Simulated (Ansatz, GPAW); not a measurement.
# Work function of I/Mo(110) at several levels

Aim: the work function of both faces of I/Mo(110), and its spread over functionals and bases.

Program: GPAW 26.7.0 and Ansatz 0.2.0. Level of theory: Ansatz plane waves; slab in vacuum with a dipole correction, relaxation; PAW set soft_1, in the first sound run; inputs show where later runs differ. Results are calculated unless marked as measured.

This is a report of a sequence of runs, with most program output left out.

## Step 1: The structure

The cell holds 17 atoms: 16 Mo and 1 I. Cell: a = 5.456 Å, b = 5.456 Å, c = 23.360 Å, α = 90.0°, β = 90.0°, γ = 70.5°. Vacuum lies along c.

## Step 2: Relaxing the atoms

The atoms are relaxed first, since the surface dipole, and with it the work function, follows the positions of the outer layers. The lowest 8 atoms are held at bulk positions and keep their forces.

Input file input.yaml:

```yaml
crystal:
  lattice:
    - [4.4547727215, -3.15, 0.0]
    - [4.4547727215, 3.15, 0.0]
    - [0.0, 0.0, 23.3599884737]
  atoms:
    - { symbol: Mo, position: [0.0, 0.0, 0.2996576821] }
    - { symbol: Mo, position: [0.25, 0.25, 0.3950081727] }
    - { symbol: Mo, position: [0.0, 0.0, 0.4903586632] }
    - { symbol: Mo, position: [0.25, 0.25, 0.5857091538] }
    - { symbol: Mo, position: [0.0, 0.5, 0.2996576821] }
    - { symbol: Mo, position: [0.25, 0.75, 0.3950081727] }
    - { symbol: Mo, position: [0.0, 0.5, 0.4903586632] }
    - { symbol: Mo, position: [0.25, 0.75, 0.5857091538] }
    - { symbol: Mo, position: [0.5, 0.0, 0.2996576821] }
    - { symbol: Mo, position: [0.75, 0.25, 0.3950081727] }
    - { symbol: Mo, position: [0.5, 0.0, 0.4903586632] }
    - { symbol: Mo, position: [0.75, 0.25, 0.5857091538] }
    - { symbol: Mo, position: [0.5, 0.5, 0.2996576821] }
    - { symbol: Mo, position: [0.75, 0.75, 0.3950081727] }
    - { symbol: Mo, position: [0.5, 0.5, 0.4903586632] }
    - { symbol: Mo, position: [0.75, 0.75, 0.5857091538] }
    - { symbol: I, position: [0.42, 0.42, 0.7003423179] }
kpoints:
  mp_grid: { grid: [6, 6, 1] }
hamiltonian:
  xc: pbe
  pseudopotentials: { kind: paw, azcp: { folder: soft_1 } }
scf:
  occupations: { method: fermi_dirac, width: 0.1 }
efield:
  axis: 3
  dipole_correction: true
  ramp_width: 0.05
relax:
  f_tol: 0.02
  max_steps: 60
  constraints: [{ sites: [0, 1, 4, 5, 8, 9, 12, 13] }]
output:
  write_potential: true
  write_density: true
  volumetric_format: npy
```

Started as:

```
ansatz run input.yaml --threads 4 --pin off --max-ram 8192MiB --backend cpu --events-out ev --progress --plain --runs-dir out
```

The job ended after 4 min (4 threads of Arm Neoverse V1, shared host; peak memory 2.3 GiB; 16 min of CPU time).

Step by step:

| step | energy less that of the first step (eV) | largest force component (eV/Å) |
| --- | --- | --- |
| 1 | 0.0000 | 1.4068 |
| 2 | -0.2599 | 0.8152 |
| 3 | -0.3787 | 0.2657 |
| 4 | -0.3943 | 0.1823 |
| 5 | -0.3977 | 0.0805 |
| 6 | -0.3987 | 0.0134 |
| 7 | -0.3987 | 0.0134 |

The run keeps the 2 symmetry operations that it works with, so distortions that break them were not tested.

The atoms that moved most (Å):

| atom | dx | dy | dz | length |
| --- | --- | --- | --- | --- |
| I17 | 0.111 | 0.000 | -0.393 | 0.408 |
| Mo16 | 0.044 | 0.000 | -0.080 | 0.091 |
| Mo4 | -0.081 | 0.000 | -0.001 | 0.081 |
| Mo8 | 0.018 | -0.010 | -0.039 | 0.044 |
| Mo12 | 0.018 | 0.010 | -0.039 | 0.044 |
| Mo11 | 0.000 | 0.002 | 0.040 | 0.040 |
| Mo7 | 0.000 | -0.002 | 0.040 | 0.040 |
| Mo3 | 0.016 | 0.000 | -0.019 | 0.025 |

Numbers from this step:

* free energy: -86802.4554 eV
* smearing term TS: 0.4530 eV
* symmetry operations: 2
* upper work function: 3.990 eV
* lower work function: 4.647 eV
* dipole along the normal: 0.1018 e·Å
* dipole field: 0.02811 V/Å
* vacuum level above: 10.15 eV
* vacuum level below: 10.81 eV

The electrostatic potential energy of an electron (with the applied field's), less the Fermi level, planar mean oscillates, so the rows of the table below give means over windows of 1 Å about each position, cut where the curve ends. Its maxima inside the range that stand out by 2 % of the span (Å: eV): 8.2: -2.28, 10.4: -2.17, 12.6: -2.73, 15.0: 0.419. Its minima: 7.0: -22.6, 9.2: -23.0, 11.5: -22.9, 13.6: -22.5, 15.6: -1.21.

The electrostatic potential energy of an electron (with the applied field's), less the Fermi level, planar mean by z; means over each step:

| z (Å) | electrostatic potential energy of an electron (with the applied field's), less the Fermi level, planar mean (eV) |
| --- | --- |
| 0 | 4.46 |
| 1 | 4.64 |
| 2 | 4.65 |
| 3 | 4.64 |
| 4 | 4.58 |
| 5 | 3.92 |
| 6 | -3.04 |
| 7 | -19.4 |
| 8 | -5.74 |
| 9 | -18.4 |
| 10 | -8.52 |
| 11 | -14.3 |
| 12 | -13.3 |
| 13 | -10.9 |
| 14 | -16.2 |
| 15 | -0.805 |
| 16 | -1.06 |
| 17 | 2.20 |
| 18 | 3.90 |
| 19 | 3.98 |
| 20 | 3.99 |
| 21 | 3.99 |
| 22 | 3.99 |
| 23 | 4.07 |

The valence density, planar mean oscillates, so the rows of the table below give means over windows of 2.26 Å about each position, cut where the curve ends. Its maxima inside the range that stand out by 2 % of the span (Å: e/Å³): 7.0: 1.63, 9.2: 1.62, 11.5: 1.61, 13.6: 1.62, 15.9: 0.556. Its minima: 8.2: 0.328, 10.4: 0.315, 12.6: 0.349, 15.0: 0.146.

The valence density, planar mean by z; means over each step:

| z (Å) | valence density, planar mean (e/Å³) |
| --- | --- |
| 1.13 | 4.7e-6 |
| 3.39 | 0.00107 |
| 5.65 | 0.290 |
| 7.91 | 0.904 |
| 10.17 | 0.893 |
| 12.43 | 0.945 |
| 14.69 | 0.598 |
| 16.95 | 0.169 |
| 19.21 | 3.8e-4 |
| 21.47 | 0 |

The relaxation lowered the energy of the cell by 0.399 eV.

## Step 3: The slab's potential

The work function is the vacuum plateau of the electrostatic potential less the Fermi level; a dipole layer lets the two faces have plateaus of their own.

This step: GPAW, PAW setups; slab in vacuum (GPAW 26.7.0).

Input file run.py:

```python
import json
import numpy as np
from ase import Atoms
from gpaw import GPAW, PW

slab = Atoms(
    ['Mo', 'Mo', 'Mo', 'Mo', 'Mo', 'Mo', 'Mo', 'Mo', 'Mo', 'Mo', 'Mo', 'Mo', 'Mo', 'Mo', 'Mo', 'Mo', 'I'],
    positions=[
        [0.00000, 0.00000, 7.00000],
        [2.22739, 0.00000, 9.22739],
        [0.01572, 0.00000, 11.43588],
        [2.14640, -0.00000, 13.68078],
        [2.22739, 1.57500, 7.00000],
        [4.45477, 1.57500, 9.22739],
        [2.22742, 1.57273, 11.49431],
        [4.47234, 1.56519, 13.64317],
        [2.22739, -1.57500, 7.00000],
        [4.45477, -1.57500, 9.22739],
        [2.22742, -1.57273, 11.49431],
        [4.47234, -1.56519, 13.64317],
        [4.45477, 0.00000, 7.00000],
        [6.68216, 0.00000, 9.22739],
        [4.44940, -0.00000, 11.46716],
        [6.72639, 0.00000, 13.60217],
        [3.85263, 0.00000, 15.96690]],
    cell=[[4.45477, -3.15, 0.0], [4.45477, 3.15, 0.0], [0.0, 0.0, 23.35999]],
    pbc=[True, True, False])

slab.calc = GPAW(mode=PW(400), xc='PBE', kpts={'size': (6, 6, 1), 'gamma': True},
                 occupations={'name': 'fermi-dirac', 'width': 0.1}, nbands='160%',
                 convergence={'density': 1e-05}, maxiter=200,
                 poissonsolver={'dipolelayer': 'xy'},
                 symmetry={'tolerance': 1e-3}, txt='slab.txt')
result = {}
energy = slab.get_potential_energy()
fermi = slab.calc.get_fermi_level()
v = slab.calc.get_electrostatic_potential().mean((0, 1)) - fermi
n = slab.calc.get_pseudo_density().mean((0, 1))
L = slab.cell[2, 2]
z = np.arange(len(v)) * L / len(v)
low, high = slab.positions[:, 2].min(), slab.positions[:, 2].max()
below, above = np.interp([low - 4.8, high + 4.8], z, v)
slopes = [np.interp(x, z, np.gradient(v, z)) for x in (low - 4.8, high + 4.8)]
eps = np.array([[slab.calc.get_eigenvalues(k, s) for k in range(len(slab.calc.get_ibz_k_points()))]
                for s in range(slab.calc.get_number_of_spins())]) - fermi
top, bottom = eps[eps < 0].max(), eps[eps > 0].min()
dipole = slab.get_dipole_moment()[2]
print(f'energy {energy:.4f} eV, Fermi level {fermi:.4f} eV, dipole {dipole:.5f} e A')
print(f'potential 4.8 A off the faces, from the Fermi level: lower {below:.4f} eV, upper {above:.4f} eV')
print(f'slope of the potential there: lower {slopes[0]:.5f}, upper {slopes[1]:.5f} eV/A')
print(f'nearest levels on the mesh: {top:.4f} and {bottom:.4f} eV')
print('magnetic moment', round(slab.get_magnetic_moment(), 3))
result.update(energy=energy, fermi=fermi, dipole=dipole, below=below, above=above, slopes=slopes, edges=[top, bottom],
              z=z.tolist(), v=v.tolist(), n=n.tolist(), positions=slab.positions.tolist(),
              forces=slab.get_forces(apply_constraint=False).tolist(), moments=slab.get_magnetic_moments().tolist())
json.dump(result, open('result.json', 'w'))
```

Started as:

```
OMP_NUM_THREADS=1 OPENBLAS_NUM_THREADS=1 python run.py
```

It took 31 min on 1 thread; peak memory 0.9 GiB.

This step gave:

```yaml
dipole_along_the_normal: 0.1009 e·Å
levels_nearest_the_fermi_level_on_the_mesh: -0.003754, 0.03630 eV from the Fermi level
upper_work_function: 3.991 eV
lower_work_function: 4.639 eV
```

The electrostatic potential energy of an electron (without an applied field's), less the Fermi level, planar mean oscillates, so the rows of the table below give means over windows of 2.27 Å about each position, cut where the curve ends. Its maxima inside the range that stand out by 2 % of the span (Å: eV): 8.1: -2.08, 10.4: -2.14, 12.5: -2.66, 15.0: 0.542. Its minima: 7.0: -28.1, 9.2: -28.5, 11.5: -28.6, 13.6: -28.1, 16.0: -6.08.

Electrostatic potential energy of an electron (without an applied field's), less the Fermi level, planar mean against z; means over each step:

| z (Å) | electrostatic potential energy of an electron (without an applied field's), less the Fermi level, planar mean (eV) |
| --- | --- |
| 1.14 | 4.61 |
| 3.41 | 4.60 |
| 5.68 | -2.15 |
| 7.95 | -13.6 |
| 10.22 | -13.6 |
| 12.49 | -14.5 |
| 14.76 | -7.56 |
| 17.03 | 0.983 |
| 19.30 | 3.98 |
| 21.57 | 3.99 |

The pseudo valence density, planar mean oscillates, so the rows of the table below give means over windows of 2.16 Å about each position, cut where the curve ends. Its maxima inside the range that stand out by 2 % of the span (Å: e/Å³): 6.9: 1.95, 9.3: 1.94, 11.5: 1.98, 13.6: 2.00, 16.4: 0.137. Its minima: 8.2: 0.330, 10.4: 0.312, 12.5: 0.344, 16.0: 0.0685.

The pseudo valence density, planar mean by z; means over each step:

z (Å), pseudo valence density, planar mean (e/Å³) and a bar:
```
     1.08       0.00 
     3.24       0.00 
     5.40       0.12 ####
     7.56       0.90 #############################
     9.72       0.90 #############################
    11.88       0.92 ##############################
    14.04       0.85 ############################
    16.20       0.11 ###
    18.36       0.00 
    20.52       0.00
```

Force by atom:

| atom | x (eV/Å) | y (eV/Å) | z (eV/Å) | size |
| --- | --- | --- | --- | --- |
| Mo1 | -0.005 | 0.000 | 0.488 | 0.488 |
| Mo2 | 0.061 | 0.000 | -0.600 | 0.603 |
| Mo3 | 0.001 | 0.000 | 0.021 | 0.021 |
| Mo4 | -0.010 | 0.000 | -0.036 | 0.037 |
| Mo5 | 0.013 | -0.034 | 0.554 | 0.555 |
| Mo6 | -0.013 | 0.040 | -0.402 | 0.404 |
| Mo7 | 0.001 | -0.011 | -0.015 | 0.019 |
| Mo8 | 0.005 | 0.015 | -0.038 | 0.041 |
| Mo9 | 0.013 | 0.034 | 0.554 | 0.555 |
| Mo10 | -0.013 | -0.040 | -0.402 | 0.404 |
| Mo11 | 0.001 | 0.011 | -0.015 | 0.019 |
| Mo12 | 0.005 | -0.015 | -0.038 | 0.041 |
| Mo13 | -0.031 | 0.000 | 0.436 | 0.437 |
| Mo14 | -0.033 | 0.000 | -0.612 | 0.613 |
| Mo15 | -0.004 | 0.000 | 0.007 | 0.008 |
| Mo16 | 0.018 | 0.000 | 0.000 | 0.018 |
| I17 | -0.006 | 0.000 | 0.081 | 0.081 |

The potential is flat to 0.002 eV/Å where it is read, so the vacuum is wide enough. The geometry is the other program's minimum; here the largest force on a free atom is 0.081 eV/Å.

## Step 4: Self-consistent run: xc = "RPBE"

The same geometry under RPBE, to see how far the functional moves the levels against the vacuum.

run.py: that of step 3 with these lines changed.

```diff
@@ -28,3 +28,3 @@
 
-slab.calc = GPAW(mode=PW(400), xc='PBE', kpts={'size': (6, 6, 1), 'gamma': True},
+slab.calc = GPAW(mode=PW(400), xc='RPBE', kpts={'size': (6, 6, 1), 'gamma': True},
                  occupations={'name': 'fermi-dirac', 'width': 0.1}, nbands='160%',
```

Run time: 32 min. Hardware: 1 thread; peak memory 0.9 GiB.

Numbers from this step:

```
dipole along the normal                    : 0.09151 e·Å
levels nearest the Fermi level on the mesh : -0.003902, 0.03692 eV from the Fermi level
upper work function                        : 3.901 eV
lower work function                        : 4.490 eV
```

The electrostatic potential energy of an electron (without an applied field's), less the Fermi level, planar mean oscillates, so the rows of the table below give means over windows of 2.27 Å about each position, cut where the curve ends. Its maxima inside the range that stand out by 2 % of the span (Å: eV): 8.1: -2.16, 10.4: -2.23, 12.5: -2.74, 15.0: 0.420. Its minima: 7.0: -28.1, 9.2: -28.6, 11.5: -28.6, 13.6: -28.2, 16.0: -6.20.

Table of electrostatic potential energy of an electron (without an applied field's), less the Fermi level, planar mean by z; means over each step:

| z (Å) | electrostatic potential energy of an electron (without an applied field's), less the Fermi level, planar mean (eV) |
| --- | --- |
| 1.14 | 4.47 |
| 3.41 | 4.45 |
| 5.68 | -2.26 |
| 7.95 | -13.7 |
| 10.22 | -13.7 |
| 12.49 | -14.6 |
| 14.76 | -7.66 |
| 17.03 | 0.879 |
| 19.30 | 3.89 |
| 21.57 | 3.90 |

The pseudo valence density, planar mean by z:

| z (Å) | pseudo valence density, planar mean (e/Å³) |
| --- | --- |
| 0.00 | 0 |
| 0.65 | 0 |
| 1.30 | 3.2e-6 |
| 1.95 | 1.3e-5 |
| 2.60 | 6.4e-5 |
| 3.03 | 1.8e-4 |
| 3.68 | 7.9e-4 |
| 4.33 | 0.00351 |
| 4.97 | 0.0160 |
| 5.62 | 0.0701 |
| 6.27 | 0.382 |
| 6.92 | 1.95 |
| 7.57 | 0.629 |
| 8.22 | 0.329 |
| 8.65 | 0.623 |
| 9.30 | 1.94 |
| 9.95 | 0.455 |
| 10.60 | 0.362 |
| 11.25 | 1.56 |
| 11.90 | 0.948 |
| 12.55 | 0.344 |
| 13.19 | 0.883 |
| 13.84 | 1.66 |
| 14.49 | 0.289 |
| 14.92 | 0.149 |
| 15.57 | 0.150 |
| 16.22 | 0.107 |
| 16.87 | 0.0772 |
| 17.52 | 0.0133 |
| 18.17 | 0.00194 |
| 18.82 | 3.0e-4 |
| 19.47 | 4.8e-5 |
| 20.12 | 7.5e-6 |
| 20.55 | 2.2e-6 |
| 21.20 | 0 |
| 21.85 | 0 |
| 22.49 | 0 |
| 23.14 | 0 |

Force by atom:

| atom | x (eV/Å) | y (eV/Å) | z (eV/Å) | size |
| --- | --- | --- | --- | --- |
| Mo1 | -0.006 | 0.000 | 0.322 | 0.322 |
| Mo2 | 0.061 | 0.000 | -0.600 | 0.603 |
| Mo3 | -0.008 | 0.000 | 0.018 | 0.020 |
| Mo4 | -0.013 | 0.000 | 0.064 | 0.065 |
| Mo5 | 0.013 | -0.034 | 0.387 | 0.388 |
| Mo6 | -0.012 | 0.038 | -0.404 | 0.406 |
| Mo7 | 0.004 | -0.013 | -0.035 | 0.038 |
| Mo8 | 0.001 | 0.029 | 0.054 | 0.061 |
| Mo9 | 0.013 | 0.034 | 0.387 | 0.388 |
| Mo10 | -0.012 | -0.038 | -0.404 | 0.406 |
| Mo11 | 0.004 | 0.013 | -0.035 | 0.038 |
| Mo12 | 0.001 | -0.029 | 0.054 | 0.061 |
| Mo13 | -0.031 | 0.000 | 0.270 | 0.272 |
| Mo14 | -0.033 | 0.000 | -0.609 | 0.610 |
| Mo15 | -0.003 | 0.000 | 0.002 | 0.004 |
| Mo16 | 0.020 | 0.000 | 0.167 | 0.169 |
| I17 | 0.005 | 0.000 | 0.355 | 0.355 |

The upper face's work function is 3.901 eV, against 3.991 eV in the first plane-wave PBE run at this geometry.

## Step 5: Self-consistent run: xc = "revPBE"

The same geometry under revPBE, to see how far the functional moves the levels against the vacuum.

run.py: that of step 4 with these lines changed.

```diff
@@ -28,3 +28,3 @@
 
-slab.calc = GPAW(mode=PW(400), xc='RPBE', kpts={'size': (6, 6, 1), 'gamma': True},
+slab.calc = GPAW(mode=PW(400), xc='revPBE', kpts={'size': (6, 6, 1), 'gamma': True},
                  occupations={'name': 'fermi-dirac', 'width': 0.1}, nbands='160%',
```

The job ended after 33 min (1 thread; peak memory 0.9 GiB).

This step gave:

```
dipole along the normal                    : 0.09496 e·Å
levels nearest the Fermi level on the mesh : -0.003911, 0.03838 eV from the Fermi level
upper work function                        : 3.899 eV
lower work function                        : 4.510 eV
```

The electrostatic potential energy of an electron (without an applied field's), less the Fermi level, planar mean oscillates, so the rows of the table below give means over windows of 2.27 Å about each position, cut where the curve ends. Its maxima inside the range that stand out by 2 % of the span (Å: eV): 8.1: -2.14, 10.4: -2.20, 12.5: -2.72, 15.0: 0.452. Its minima: 7.0: -28.1, 9.2: -28.6, 11.5: -28.6, 13.6: -28.2, 16.0: -6.17.

The electrostatic potential energy of an electron (without an applied field's), less the Fermi level, planar mean by z; means over each step:

z (Å), electrostatic potential energy of an electron (without an applied field's), less the Fermi level, planar mean (eV) and a bar from the least value:
```
     1.14        4.5 ##############################
     3.41        4.5 ##############################
     5.68       -2.2 ###################
     7.95      -13.7 #
    10.22      -13.7 #
    12.49      -14.5 
    14.76       -7.6 ###########
    17.03        0.9 ########################
    19.30        3.9 #############################
    21.57        3.9 #############################
```

The upper face's work function is 3.899 eV, against 3.991 eV in the first plane-wave PBE run at this geometry.

## Step 6: OptPBE vdW: xc = "optPBE-vdW"

The same geometry under optPBE-vdW, to see how far the functional moves the levels against the vacuum (the van der Waals functionals take revPBE setups).

run.py: that of step 5 with these lines changed.

```diff
@@ -28,3 +28,3 @@
 
-slab.calc = GPAW(mode=PW(400), xc='revPBE', kpts={'size': (6, 6, 1), 'gamma': True},
+slab.calc = GPAW(mode=PW(400), xc='optPBE-vdW', kpts={'size': (6, 6, 1), 'gamma': True},
                  occupations={'name': 'fermi-dirac', 'width': 0.1}, nbands='160%',
```

It took 33 min on 1 thread; peak memory 1.2 GiB.

Numbers from this step:

* dipole along the normal: 0.09560 e·Å
* levels nearest the Fermi level on the mesh: -0.002082, 0.01403 eV from the Fermi level
* upper work function: 4.199 eV
* lower work function: 4.813 eV

The upper face's work function is 4.199 eV, against 3.991 eV in the first plane-wave PBE run at this geometry.

## Step 7: Real-space grid: mode = "fd"

A real-space grid is a second complete basis, so it checks the plane-wave result.

run.py: that of step 6 with these lines changed.

```diff
@@ -3,3 +3,3 @@
 from ase import Atoms
-from gpaw import GPAW, PW
+from gpaw import GPAW
 
@@ -28,3 +28,3 @@
 
-slab.calc = GPAW(mode=PW(400), xc='optPBE-vdW', kpts={'size': (6, 6, 1), 'gamma': True},
+slab.calc = GPAW(mode='fd', h=0.18, xc='PBE', kpts={'size': (6, 6, 1), 'gamma': True},
                  occupations={'name': 'fermi-dirac', 'width': 0.1}, nbands='160%',
```

Run time: 2.3 h. Hardware: 1 thread; peak memory 5.2 GiB.

Numbers from this step:

| Quantity | Value |
| --- | --- |
| dipole along the normal | 0.1006 e·Å |
| levels nearest the Fermi level on the mesh | -0.003317, 0.03730 eV from the Fermi level |
| upper work function | 3.990 eV |
| lower work function | 4.638 eV |

The electrostatic potential energy of an electron (without an applied field's), less the Fermi level, planar mean oscillates, so the rows of the table below give means over windows of 2.28 Å about each position, cut where the curve ends. Its maxima inside the range that stand out by 2 % of the span (Å: eV): 8.1: -2.08, 10.3: -2.15, 12.6: -2.68, 15.1: 0.546. Its minima: 7.0: -28.1, 9.2: -28.6, 11.5: -28.5, 13.6: -28.0, 16.0: -6.13.

Table of electrostatic potential energy of an electron (without an applied field's), less the Fermi level, planar mean by z; means over each step:

| z (Å) | electrostatic potential energy of an electron (without an applied field's), less the Fermi level, planar mean (eV) |
| --- | --- |
| 1.14 | 4.63 |
| 3.42 | 4.60 |
| 5.70 | -2.51 |
| 7.98 | -13.7 |
| 10.26 | -13.7 |
| 12.54 | -14.6 |
| 14.82 | -6.97 |
| 17.10 | 1.30 |
| 19.38 | 3.99 |
| 21.66 | 3.99 |

The upper face's work function is 3.990 eV, against 3.991 eV in the first plane-wave PBE run at this geometry.

## Step 8: All levels side by side

Times are for 1 thread of Arm Neoverse V1, shared host. The series side by side:

| no. | run | upper work function (eV) | lower work function (eV) | time | memory (GiB) |
| --- | --- | --- | --- | --- | --- |
| 1 | pw | 3.991 | 4.639 | 31 min | 0.9 |
| 2 | RPBE | 3.901 | 4.490 | 32 min | 0.9 |
| 3 | revPBE | 3.899 | 4.510 | 33 min | 0.9 |
| 4 | optPBE vdW | 4.199 | 4.813 | 33 min | 1.2 |
| 5 | fd | 3.990 | 4.638 | 2.3 h | 5.2 |

(Continued in part 2 of 2.)

[Logs are printed without paths, hosts, clocks, repeated set-up lines and the standing remarks that a program may print on its own settings, such as how far it seeks lower states.]

[Hosts, paths, dates, database ids (printed as entryN), source tags and the programs' standing remarks are cut or masked in the printed files.]
